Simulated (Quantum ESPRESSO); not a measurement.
Consider RbPO3 (Cmcm).

```
CELL_PARAMETERS angstrom
3.03688 -6.69123 0.00000
3.03688 6.69123 0.00000
0.00000 0.00000 4.86253
ATOMIC_POSITIONS crystal
Rb 0.65612 0.34388 0.75000
Rb 0.34388 0.65612 0.25000
P 0.92240 0.07760 0.75000
P 0.07760 0.92240 0.25000
O 0.00000 0.00000 0.00000
O 0.00000 0.00000 0.50000
O 0.34767 0.07888 0.25000
O 0.92112 0.65233 0.25000
O 0.65233 0.92112 0.75000
O 0.07888 0.34767 0.75000
```

Absorber: atom 3, with 2 O at 1.50 Å and 2 O at 1.60 Å (distorted tetrahedral, site symmetry m2m). Method: Quantum ESPRESSO XSpectra, PBEsol, full core hole (charged cell), 10-atom cell with 4.9 Å between holes, 5×4×4 k points, dipole transitions, Lorentzian half width 0.3 eV up to 4 eV, rising linearly to 2.5 eV at 25 eV (counted from xe0, 1.7 eV below the zero used here).

**Question.** Predict the near-edge structure at the P K edge.

Main maxima up to 24 eV above the zero (height): 1.9 eV (4.43), 3.1 eV (2.55) and 15.4 eV (0.79). A K edge sees empty p states on the absorber. The total-energy difference plus the lowest empty eigenvalue puts the zero at 2157.55 eV. One term is added: -15.96 eV, since the hole is spin-paired here and a spin-polarised one costs that much less in the free atom (computed apart). The photon energy is then 2141.59 eV. The functional and the charged cell's background leave an error in such absolute values: in the free atom PBEsol prices this hole 4.1 eV below PBE (computed apart), and PBE is itself good to a few eV.

The P K spectrum (energy from the lowest empty level; intensity scaled to a mean of 1 over the first 20 eV; the points at xe0, where the cut of filled states can leave a spike, are interpolated; polarised curves are means over the symmetry-equivalent atoms):

| E (eV) | isotropic | ε ∥ x | ε ∥ y | ε ∥ z |
| --- | --- | --- | --- | --- |
| -2.00 | 0.07 | 0.03 | 0.08 | 0.09 |
| -1.25 | 0.10 | 0.04 | 0.13 | 0.14 |
| -0.50 | 0.20 | 0.05 | 0.31 | 0.24 |
| 0.25 | 0.67 | 0.08 | 1.35 | 0.57 |
| 1.00 | 1.07 | 0.12 | 1.17 | 1.90 |
| 1.75 | 4.18 | 0.25 | 2.14 | 10.14 |
| 2.50 | 2.06 | 0.76 | 2.97 | 2.46 |
| 3.25 | 2.51 | 3.45 | 3.17 | 0.90 |
| 4.00 | 1.71 | 2.75 | 1.70 | 0.67 |
| 4.75 | 0.87 | 1.15 | 0.92 | 0.54 |
| 5.50 | 0.66 | 0.86 | 0.59 | 0.53 |
| 6.25 | 0.68 | 0.89 | 0.60 | 0.54 |
| 7.00 | 0.68 | 0.85 | 0.74 | 0.45 |
| 7.75 | 0.67 | 0.79 | 0.81 | 0.42 |
| 8.50 | 0.63 | 0.80 | 0.68 | 0.41 |
| 9.25 | 0.58 | 0.71 | 0.58 | 0.45 |
| 10.00 | 0.57 | 0.60 | 0.57 | 0.54 |
| 10.75 | 0.61 | 0.59 | 0.59 | 0.66 |
| 11.50 | 0.67 | 0.64 | 0.61 | 0.76 |
| 12.25 | 0.73 | 0.72 | 0.63 | 0.83 |
| 13.00 | 0.75 | 0.78 | 0.66 | 0.82 |
| 13.75 | 0.75 | 0.83 | 0.70 | 0.73 |
| 14.50 | 0.77 | 0.92 | 0.74 | 0.65 |
| 15.25 | 0.79 | 0.99 | 0.77 | 0.59 |
| 16.00 | 0.78 | 1.02 | 0.76 | 0.55 |
| 16.75 | 0.75 | 0.98 | 0.73 | 0.55 |
| 17.50 | 0.73 | 0.92 | 0.72 | 0.56 |
| 18.25 | 0.72 | 0.87 | 0.72 | 0.57 |
| 19.00 | 0.71 | 0.84 | 0.73 | 0.57 |
| 19.75 | 0.70 | 0.83 | 0.72 | 0.55 |
| 20.50 | 0.68 | 0.83 | 0.68 | 0.53 |
| 21.25 | 0.67 | 0.84 | 0.65 | 0.52 |
| 22.00 | 0.65 | 0.83 | 0.61 | 0.52 |
| 22.75 | 0.63 | 0.80 | 0.58 | 0.52 |
| 23.50 | 0.62 | 0.77 | 0.57 | 0.52 |
| 24.25 | 0.60 | 0.73 | 0.56 | 0.52 |
| 25.00 | 0.58 | 0.68 | 0.55 | 0.51 |
| 25.75 | 0.55 | 0.63 | 0.54 | 0.50 |
| 26.50 | 0.53 | 0.58 | 0.52 | 0.48 |
| 27.25 | 0.50 | 0.54 | 0.50 | 0.46 |
| 28.00 | 0.48 | 0.50 | 0.49 | 0.45 |
| 28.75 | 0.46 | 0.47 | 0.47 | 0.45 |
| 29.50 | 0.45 | 0.44 | 0.46 | 0.44 |
| 30.25 | 0.44 | 0.43 | 0.45 | 0.43 |
| 31.00 | 0.43 | 0.42 | 0.44 | 0.42 |
| 31.75 | 0.42 | 0.41 | 0.43 | 0.41 |

The holes are only 4.9 Å apart, so the shape is probably not converged with cell size; no larger cell was run here. The structure is a computed Materials Project entry and may be a hypothetical form.

[Banner, clock and machine lines of the logs are left out without a mark of their own.]

[Logs are printed without paths, hosts, clocks, repeated set-up lines and the standing remarks that a program may print on its own settings, such as how far it seeks lower states.]

[Hosts, paths, dates, database ids (printed as entryN), source tags and the programs' standing remarks are cut or masked in the printed files.]

[Lists of maxima count a maximum above −3 eV only where it reaches 4 % of the highest in the window and stands out from its surroundings by 2 % of it (1.5 % where it reaches 55 %); shoulders and weaker maxima are passed over, and of the rest the first, up to two pre-edge ones and the few strongest are named.]
